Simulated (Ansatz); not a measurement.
# Na on Rh(111): change of the work function, part 2 of 2

How does one ordered layer of Na (fcc site) change the work function of Rh(111), and what dipole does each adsorbate carry?

Ansatz 0.2.0; plane-wave DFT, PBE, Ansatz PAW.

So far, work function, upper face (eV): step 2 (the clean slab) 5.17.

## Step 3: The covered slab

System of this step: Na/Rh(111). The cell holds 17 atoms: 16 Rh and 1 Na. Its edges and angles: a = 5.374 Å, b = 5.374 Å, c = 27.341 Å, α = 90.0°, β = 90.0°, γ = 60.0°. Vacuum lies along c.

The clean slab as it ended is repeated in the plane and the adsorbate is set on one face; the cell's size fixes the coverage, and the k-mesh shrinks with it to keep the sampling density about even. Adsorbate and upper layers relax, since the dipole depends on the height.

Input file input.yaml:

```yaml
crystal:
  lattice:
    - [5.374011537, -1.0e-10, 0.0]
    - [2.6870057685, 4.6540305112, 0.0]
    - [0.0, 0.0, 27.3410211328]
  atoms:
    - { symbol: Rh, position: [0.0, 0.0, 0.3291757084] }
    - { symbol: Rh, position: [0.1666666667, 0.1666666667, 0.4094189082] }
    - { symbol: Rh, position: [0.3333333333, 0.3333333333, 0.4895240725] }
    - { symbol: Rh, position: [0.0, 0.0, 0.5696133422] }
    - { symbol: Rh, position: [0.0, 0.5, 0.3291757084] }
    - { symbol: Rh, position: [0.1666666667, 0.6666666667, 0.4094189082] }
    - { symbol: Rh, position: [0.3333333333, 0.8333333333, 0.4895240725] }
    - { symbol: Rh, position: [0.0, 0.5, 0.5696133422] }
    - { symbol: Rh, position: [0.5, 0.0, 0.3291757084] }
    - { symbol: Rh, position: [0.6666666667, 0.1666666667, 0.4094189082] }
    - { symbol: Rh, position: [0.8333333333, 0.3333333333, 0.4895240725] }
    - { symbol: Rh, position: [0.5, 0.0, 0.5696133422] }
    - { symbol: Rh, position: [0.5, 0.5, 0.3291757084] }
    - { symbol: Rh, position: [0.6666666667, 0.6666666667, 0.4094189082] }
    - { symbol: Rh, position: [0.8333333333, 0.8333333333, 0.4895240725] }
    - { symbol: Rh, position: [0.5, 0.5, 0.5696133422] }
    - { symbol: Na, position: [0.1666666667, 0.1666666667, 0.6708242916] }
kpoints:
  mp_grid: { grid: [6, 6, 1] }
hamiltonian:
  xc: pbe
scf:
  occupations: { method: fermi_dirac, width: 0.1 }
  convergence: { dr2_threshold: 1.0e-08 }
efield:
  axis: 3
  dipole_correction: true
  ramp_position: 0.97
  ramp_width: 0.06
relax:
  f_tol: 0.02
  max_steps: 60
  constraints: [{ sites: [0, 1, 4, 5, 8, 9, 12, 13] }]
output:
  dos: { projected: true, e_range: [-8, 4] }
  write_potential: true
  write_density: true
  volumetric_format: npy
  elf: true
```

On the command line:

```bash
ansatz run input.yaml --threads 4 --pin off --max-ram 6144MiB --backend cpu --events-out ev --progress --plain --runs-dir out
```

Numbers of over 12 decimals in the logs are rounded to 6 here.

What it wrote:

```text
[...]
Crystal: 17 atoms, lattice volume = 683.821 Å³
Basis set: ecut = 420 eV, 13225 PW (Γ), exchange–correlation on 72×72×384 points (8 copies of the dense FFT grid, shifted against one another)
Bands: 169, of which v1, the nominal top of the filled ones, is band 141 counted from 1 (140 counted from 0)
Symmetry: 6 space group operations
[...]
k-points: 7 of 36 (time reversal used)
[...]
SCF iter   1: F=—  HF=-103927.466451 eV  |F-HF|=—  |Δ(HF+E_count)|=         —  Δρ=6.25e-3  dr2=4.76e0  ethr=1.77e-3  p=0.371 e·Å  D=9.82e-2 V/Å  ΔV_dip=-2.68 eV  dr2_dipole=2.36e0  V_vac-E_F(+/−)=2.25/4.94 eV  ⟨swp⟩=7.7  Hψ=4837  notcnv=0  defer=16
[...]
SCF iter  11: F=-103927.433690 eV  HF=-103927.433690 eV  |F-HF|=1.53e-8  |Δ(HF+E_count)|=   4.92e-9  Δρ=4.54e-7  dr2=2.54e-9  ethr=3.56e-12  p=0.461 e·Å  D=1.22e-1 V/Å  ΔV_dip=-3.33 eV  dr2_dipole=1.81e-11  V_vac-E_F(+/−)=1.84/5.17 eV  ⟨swp⟩=14.3  Hψ=8156  notcnv=0
SCF 1 converged in 11 iterations: F = -103927.433690 eV  dr2 = 2.54e-9
[...]
relax step   1: F+E_penalty+E_count = -103927.43368969 eV  Δ(F+E_penalty+E_count) = +0.000e0 eV  max|allowed force component| = 6.641e-1 eV/Å  Δτ_max = 0.0000 Å  (11 SCF iters, accepted)
[...]
SCF iter  10: F=-103927.511934 eV  HF=-103927.511934 eV  |F-HF|=1.27e-8  |Δ(HF+E_count)|=   2.83e-8  Δρ=6.31e-7  dr2=5.58e-9  ethr=3.56e-12  p=0.475 e·Å  D=1.26e-1 V/Å  ΔV_dip=-3.43 eV  dr2_dipole=2.04e-10  V_vac-E_F(+/−)=1.74/5.17 eV  ⟨swp⟩=13.9  Hψ=8456  notcnv=0
SCF 2 converged in 10 iterations: F = -103927.511934 eV  dr2 = 5.58e-9
[...]
relax step   2: F+E_penalty+E_count = -103927.51193437 eV  Δ(F+E_penalty+E_count) = -7.824e-2 eV  max|allowed force component| = 5.046e-1 eV/Å  Δτ_max = 0.1146 Å  (10 SCF iters, accepted)
[...]
SCF iter  10: F=-103927.568880 eV  HF=-103927.568880 eV  |F-HF|=2.99e-8  |Δ(HF+E_count)|=   3.22e-8  Δρ=5.15e-7  dr2=2.61e-9  ethr=3.56e-12  p=0.477 e·Å  D=1.26e-1 V/Å  ΔV_dip=-3.45 eV  dr2_dipole=8.11e-12  V_vac-E_F(+/−)=1.72/5.17 eV  ⟨swp⟩=14.0  Hψ=8307  notcnv=0
SCF 3 converged in 10 iterations: F = -103927.568880 eV  dr2 = 2.61e-9
relax step   3: F+E_penalty+E_count = -103927.56888019 eV  Δ(F+E_penalty+E_count) = -5.695e-2 eV  max|allowed force component| = 5.163e-2 eV/Å  Δτ_max = 0.1966 Å  (10 SCF iters, accepted)
[...]
relax step   4: F+E_penalty+E_count = -103927.56969312 eV  Δ(F+E_penalty+E_count) = -8.129e-4 eV  max|allowed force component| = 3.196e-2 eV/Å  Δτ_max = 0.0246 Å  (9 SCF iters, accepted)
SCF iter   1: F=—  HF=-103927.568762 eV  |F-HF|=—  |Δ(HF+E_count)|=         —  Δρ=5.15e-4  dr2=5.24e-3  ethr=1.43e-5  p=0.476 e·Å  D=1.26e-1 V/Å  ΔV_dip=-3.45 eV  dr2_dipole=1.72e-3  V_vac-E_F(+/−)=1.73/5.17 eV  ⟨swp⟩=2.0  Hψ=2095  notcnv=0  defer=28
[...]
SCF iter   8: F=-103927.570084 eV  HF=-103927.570084 eV  |F-HF|=1.11e-8  |Δ(HF+E_count)|=   8.66e-9  Δρ=4.11e-7  dr2=2.88e-9  ethr=3.56e-12  p=0.477 e·Å  D=1.26e-1 V/Å  ΔV_dip=-3.45 eV  dr2_dipole=4.88e-10  V_vac-E_F(+/−)=1.72/5.17 eV  ⟨swp⟩=12.7  Hψ=8491  notcnv=0
SCF 5 converged in 8 iterations: F = -103927.570084 eV  dr2 = 2.88e-9
relax step   5: F+E_penalty+E_count = -103927.57008447 eV  Δ(F+E_penalty+E_count) = -3.914e-4 eV  max|allowed force component| = 4.470e-3 eV/Å  Δτ_max = 0.0091 Å  (8 SCF iters, accepted)
NSCF: frozen V_eff on 7 k-points
[...]
SCF converged after 8 iterations
Free energy (F): -103927.570084 eV
[...]
Internal energy: -103926.695570 eV  (E = F + TS)
E sigma→0 (E₀):  -103927.132827 eV
Entropy (-TS):   -0.874514 eV (-51.442 meV/atom)
Fermi energy:    5.126339 eV
Dipole field:    D = 0.126141 V/Å  (p = 0.476692 e·Å, saw-weighted, corrected)
Work function:   Φ+ = 1.7229 eV   Φ− = 5.1718 eV
[...]
--- Forces (eV/Å), atoms counted from 1 ---
  atom   1  Rh     0.00460752     0.00266015     0.05350117
  atom   2  Rh     0.00000000     0.00000000     0.00487243
  atom   3  Rh    -0.00037256    -0.00021510     0.00098002
  atom   4  Rh    -0.00154328    -0.00089101     0.00063001
  atom   5  Rh    -0.00000000    -0.00532030     0.05350117
  atom   6  Rh     0.04254345    -0.02456247    -0.07741809
  atom   7  Rh     0.00000000     0.00043020     0.00098002
  atom   8  Rh     0.00000000     0.00178202     0.00063001
  atom   9  Rh    -0.00460752     0.00266015     0.05350117
  atom  10  Rh     0.00000000     0.04912494    -0.07741809
  atom  11  Rh     0.00037256    -0.00021510     0.00098002
  atom  12  Rh     0.00154328    -0.00089101     0.00063001
  atom  13  Rh     0.00000000    -0.00000000     0.06488172
  atom  14  Rh    -0.04254345    -0.02456247    -0.07741809
  atom  15  Rh    -0.00000000    -0.00000000    -0.00446995
  atom  16  Rh    -0.00000000    -0.00000000     0.00043271
  atom  17  Na     0.00000000     0.00000000     0.00121510
  max |Σ_I F_I| component: 1.14e-5 eV/Å
--- Band table (eV; the first three rows and the last of 7) ---
  k-point 0: bands = [... 137 lower, 5.4875, 5.5836, 5.5836, 5.6703, 5.7327, 5.7327, 5.7363, 5.8900, ... 24 higher]
  k-point 1: bands = [... 137 lower, 5.3787, 5.4012, 5.4058, 5.4748, 5.5139, 5.5211, 5.5740, 5.5981, ... 24 higher]
  k-point 2: bands = [... 137 lower, 4.7125, 4.8514, 5.0322, 5.0741, 5.1065, 5.1878, 5.2029, 5.2409, ... 24 higher]
  k-point 6: bands = [... 137 lower, 4.8597, 4.8708, 4.8829, 4.9206, 4.9235, 5.2305, 5.2510, 5.2840, ... 24 higher]
--- Relaxed structure (5 steps of the walk, 5 accepted, 0 SCFs on fresh bases) ---
  F+E_penalty+E_count = -103927.57008447 eV   max|allowed force component| = 4.470e-3 eV/Å
  atoms:
    - { symbol: Rh, position: [-1.795949010449182e-17, -1.7959490104491818e-17, 0.3291757084] }
    - { symbol: Rh, position: [0.166667, 0.166667, 0.4094189082] }
    - { symbol: Rh, position: [0.333531, 0.333531, 0.490096] }
    - { symbol: Rh, position: [-0.00192045, -0.00192045, 0.569645] }
    - { symbol: Rh, position: [0.0, 0.500000, 0.3291757084] }
    - { symbol: Rh, position: [0.166667, 0.666667, 0.4094189082] }
    - { symbol: Rh, position: [0.333531, 0.832938, 0.490096] }
    - { symbol: Rh, position: [-0.00192045, 0.503841, 0.569645] }
    - { symbol: Rh, position: [0.5, -1.7959490104087922e-17, 0.3291757084] }
    - { symbol: Rh, position: [0.666667, 0.166667, 0.4094189082] }
    - { symbol: Rh, position: [0.832938, 0.333531, 0.490096] }
    - { symbol: Rh, position: [0.503841, -0.00192045, 0.569645] }
    - { symbol: Rh, position: [0.5, 0.500000, 0.3291757084] }
    - { symbol: Rh, position: [0.666667, 0.666667, 0.4094189082] }
    - { symbol: Rh, position: [0.833333, 0.833333, 0.488981] }
    - { symbol: Rh, position: [0.5, 0.500000, 0.571725] }
    - { symbol: Na, position: [0.166667, 0.166667, 0.658872] }
```

The job ended after 3.1 min (4 threads of Intel Xeon at 2.70GHz, shared host; peak memory 2.8 GiB).

Step by step:

```csv
step,energy less that of the first step (eV),largest force component (eV/Å)
1,0.0000,0.6641
2,-0.0782,0.5046
3,-0.1352,0.0516
4,-0.1360,0.0320
5,-0.1364,0.0045
```

The run keeps the 6 symmetry operations that it works with, so distortions that break them were not tested.

The atoms that moved most (Å):

```csv
atom,dx,dy,dz,length
Na17,0.000,0.000,-0.327,0.327
Rh16,0.000,0.000,0.058,0.058
Rh12,0.015,-0.009,0.001,0.018
Rh8,0.000,0.018,0.001,0.018
Rh4,-0.015,-0.009,0.001,0.018
Rh3,0.002,0.001,0.016,0.016
Rh7,0.000,-0.002,0.016,0.016
Rh11,-0.002,0.001,0.016,0.016
```

Final coordinates:

```
Rh Na
1.0
     5.37401    0.00000    0.00000
     2.68701    4.65403    0.00000
     0.00000    0.00000   27.34102
Rh Na
16 1
Direct
  0.00000 0.00000 0.32918
  0.16667 0.16667 0.40942
  0.33353 0.33353 0.49010
  0.99808 0.99808 0.56965
  0.00000 0.50000 0.32918
  0.16667 0.66667 0.40942
  0.33353 0.83294 0.49010
  0.99808 0.50384 0.56965
  0.50000 0.00000 0.32918
  0.66667 0.16667 0.40942
  0.83294 0.33353 0.49010
  0.50384 0.99808 0.56965
  0.50000 0.50000 0.32918
  0.66667 0.66667 0.40942
  0.83333 0.83333 0.48898
  0.50000 0.50000 0.57173
  0.16667 0.16667 0.65887
```

Numbers from this step:

- energy at zero smearing: -103927.1328 eV
- work function, upper face: 1.723 eV
- work function, lower face: 5.172 eV
- dipole along the normal: 0.4767 e·Å
- step between the vacuum levels: -3.449 eV

Running mean over 2.194 Å of the planar mean; the ramp of the sawtooth is left out. Table of electron's electrostatic potential energy less the Fermi level by z:

z (Å), electron's electrostatic potential energy less the Fermi level (eV) and a bar from the least value:
```
      3.5        5.2 ##############################
      4.0        5.2 ##############################
      4.5        5.2 ##############################
      5.0        5.2 ##############################
      5.5        5.2 ##############################
      6.0        5.1 ##############################
      6.5        4.9 ##############################
      7.0        4.2 ############################
      7.5        1.0 #######################
      8.0       -5.6 #############
      8.5      -11.0 ####
      9.0      -12.7 #
      9.5      -13.0 
     10.0      -13.1 
     10.5      -13.1 
     11.0      -13.2 
     11.5      -13.2 
     12.0      -13.2 
     12.5      -13.2 
     13.0      -13.2 
     13.5      -13.2 
     14.0      -13.1 
     14.5      -13.0 
     15.0      -13.0 
     15.5      -12.8 #
     16.0      -11.7 ###
     16.5       -7.4 #########
     17.0       -1.9 ##################
     17.5        0.7 #######################
     18.0        0.8 #######################
     18.5        0.5 ######################
     19.0        0.7 #######################
     19.5        1.3 ########################
     20.0        1.6 ########################
     20.5        1.6 ########################
     21.0        1.7 ########################
     21.5        1.7 ########################
     22.0        1.7 ########################
     22.5        1.7 ########################
     23.0        1.7 ########################
     23.5        1.7 ########################
     24.0        1.7 ########################
```

The density of states has structure finer than the step of the table below, so its rows give means over 0.5 eV, whole bins alone (the curve runs from -8 to 1.98 eV). Peaks (eV: height): -3.85: 58.5, -2.77: 94.9, -2.62: 46.1, -2.35: 49.5, -1.68: 63.8, -0.69: 48.4, 0.12: 46.8.

Table of density of states by energy, zero at the Fermi level; means over each step:

energy (eV), density of states (states/eV a cell) and a bar:
```
     -7.5        0.2 
     -7.0        0.9 #
     -6.5        1.1 #
     -6.0        4.4 ####
     -5.5       19.0 ##################
     -5.0       27.1 ##########################
     -4.5       22.2 #####################
     -4.0       20.5 ###################
     -3.5       18.2 #################
     -3.0       28.7 ###########################
     -2.5       31.8 ##############################
     -2.0       23.5 ######################
     -1.5       27.1 #########################
     -1.0       23.0 ######################
     -0.5       29.2 ############################
      0.0       24.8 #######################
      0.5       28.4 ###########################
      1.0        9.4 #########
      1.5        6.3 ######
```

Projected DOS per atom over height of the atomic layer and energy from the Fermi level. Layers: Rh4 Rh4 Rh4 Rh4 Na from below.

Ten even steps from '0' (0.00 states/eV) to '9' (2.35 states/eV), each cell a mean:
```
11112
10112
33332
78861
75570
86680
74570
75661
74471
96690
98890
46650
45550
54450
56550
49940
27720
02200
00000
00000
00000
00000
```
Columns: height of the atomic layer (Å) from 9 to 18.0 (not evenly spaced); rows upwards: energy from the Fermi level (eV) from -7.96 to 1.95.

ELF in the ca plane at fractional y = 0.167, with atoms of Rh and Na within 0.2 Å of it. It is the smooth field of the valence electrons, not physical close to the nuclei.

Ten even steps from '0' (0.00) to '9' (0.77), each cell a mean:
```
55323233332455333355433200000011100000000000
55322233332455333355433321000111000000000000
33233466433333322233323322111100000000000000
33333799733333222233333222111000000000000000
33334899833333222233333222111000000000000000
33333799633332222233333222111100000000000000
43332455333333322334333322111110000000000000
55323233332455333355433310000111000000000000
55322233332455333345333100000001100000000000
33233466433333322233332025520001110000000000
33333799733333222233331266761001110000000000
33334899833333222233441364572001110000000000
33333799633332222233331167761001110000000000
43332455333333222333332014410001100000000000
```
Columns run along c (16.0 Å, from fractional 0.32 to 0.91 of the cell), rows up along a (5.4 Å). Atoms in or near the plane, at fractional coordinates: Rh at (0.41, 0.17), Rh at (0.41, 0.67), Na at (0.66, 0.17).

Electrostatic potential energy in the ca plane at fractional y = 0.167, with atoms of Rh and Na within 0.2 Å of it. With pseudopotentials it is smooth inside the atoms' cores, unlike the true potential.

Values in eV, 8 rows by 16 columns, each cell a mean:
```
-20   4   2   4 -19  -3 -13  -7   7   6   6   7   8   8   8   8
 -3  -1 -34  -2  -4   3   0   2   9   8   8   8   8   8   8   8
  5 -13 -57 -15   5   7   7   7   9   9   8   8   8   8   8   8
 -4  -2 -36  -3  -2   4  -1   2   9   8   8   8   8   8   8   8
-20   4   1   4 -19  -3 -13  -7   7   6   6   7   8   8   8   8
 -3  -1 -33  -2  -4   3   0   3   3 -11   4   7   8   8   8   8
  5 -13 -57 -15   5   7   7   7  -6 -48   2   7   8   8   8   8
 -3  -2 -36  -3  -2   4   0   2   2 -13   4   7   8   8   8   8
```
Columns run along c (16.0 Å, from fractional 0.32 to 0.91 of the cell; values clipped at the 3rd and 97th percentile), rows up along a (5.4 Å). Atoms in or near the plane, at fractional coordinates: Rh at (0.41, 0.17), Rh at (0.41, 0.67), Na at (0.66, 0.17).

Valence density in the ca plane at fractional y = 0.167, with atoms of Rh and Na within 0.2 Å of it. It is the smooth field of the valence electrons, not physical close to the nuclei.

Ten steps, logarithmic in the rise over the least value, from '0' (0 e/Å³) to '9' (17 e/Å³), each cell a mean:
```
55322222222455322355321000000000000000000000
54322233222355322355321000000000000000000000
33222466422333222233210000000000000000000000
22224788632222211222210000000000000000000000
22224799742222111122110000000000000000000000
22223688632222211222210000000000000000000000
44322455422333322344311000000000000000000000
55322222222355322355321000000000000000000000
54322233222355322344321000000000000000000000
33222466422333222233211124310000000000000000
22224788632222211122211268830000000000000000
22224799742222111122111389951000000000000000
22223688632222211222211268730000000000000000
43322455322333322333311112200000000000000000
```
Columns run along c (16.0 Å, from fractional 0.32 to 0.91 of the cell), rows up along a (5.4 Å). Atoms in or near the plane, at fractional coordinates: Rh at (0.41, 0.17), Rh at (0.41, 0.67), Na at (0.66, 0.17).

The relaxation took 5 steps and lowered the energy by 0.14 eV; the largest force on the free atoms ends at 0.0045 eV/Å.

By hand: a sheet of dipoles makes a step −p/(ε₀A) in the electron's potential. With e/ε₀ = 180.95 V·Å, p = 0.4767 e·Å and A = 25.01 Å², that is −180.95 × (0.4767) / 25.01 = -3.449 eV, and the two vacuum levels of the run differ by -3.449 eV.

The covered face has 1.72 eV, -3.44 eV against the clean one; the bare back face has moved by +0.00 eV, a measure of how thin the slab is.

## Step 4: Work function against coverage

This step: plane-wave DFT, PBE, Ansatz PAW; work function against coverage (Ansatz 0.2.0).

The runs are now put side by side.

Numbers from this step:

* work function of the clean face: 5.167 eV
* largest change of the work function: -3.444 eV

Work function of the covered face against coverage:

```csv
coverage (adsorbates/nm²),work function of the covered face (eV)
0.00,5.17
4.00,1.72
```

The dipole per adsorbate comes from the change of the cell's dipole. Coverage, by row:

```csv
coverage (1/nm²),coverage (ML),work function (eV),change (eV),"dipole per adsorbate, positive end outwards (debye)",mean height of the added atoms over the highest substrate atom (Å)
3.998,0.25,1.723,-3.444,2.288,2.383
```

## Step 5: Outcome

```
work function of the clean face                        : 5.17 eV
work function at 0.25 ML                               : 1.72 eV
dipole per adsorbate at 0.25 ML, positive end outwards : 2.29 D
```

In words: Na lowers the work function of Rh(111) at the lowest coverage, by 3.44 eV: the adsorbate layer has its positive end outwards. One coverage alone was completed, so no trend follows. The slab has 4 layers, at the tabulated experimental lattice constant, one starting site was run, and quantum-size effects of a slab this thin can reach one or two tenths of an eV.

[Logs are printed without paths, hosts, clocks, repeated set-up lines and the standing remarks that a program may print on its own settings, such as how far it seeks lower states.]

[Hosts, paths, dates, database ids (printed as entryN), source tags and the programs' standing remarks are cut or masked in the printed files.]

[Maps of the electrostatic potential energy from Ansatz leave out the sawtooth potential of an applied field or a dipole correction, so their vacuum need not be flat; planar profiles and work functions include it.]

[The density of states shown here was stored with 400 of the rows of the run's finer table, so its peaks can read low, often by over a quarter, or be missed, and its means over a window can be off by a tenth or more.]
